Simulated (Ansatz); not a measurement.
# Work function of fcc Au face by face (PBEsol)

Does the work function of Au follow how densely a face is packed?

All values are computed: Ansatz 0.2.0, PBEsol, plane waves, scalar-relativistic unless marked; slabs or sheets with vacuum, the vacuum level from the planar mean of the electrostatic potential.

| face | atoms in the slab | top-layer atoms per Å² | work function (eV) |
| --- | --- | --- | --- |
| (100) | 8 | 0.121 | 5.22 |
| (111) | 6 | 0.139 | 5.34 |

The densest face listed is +0.12 eV against the most open one. That fits Smoluchowski's order, though a step this small is near the scatter of thin slabs: on an open face electrons flow from the ridges into the troughs, which leaves a dipole with its positive end outwards and lowers the barrier.

The slabs are 1×1 cuts on the parent's lattice, 11.8 to 14.3 Å between the outer relaxed layers. Two faces can't establish a trend.
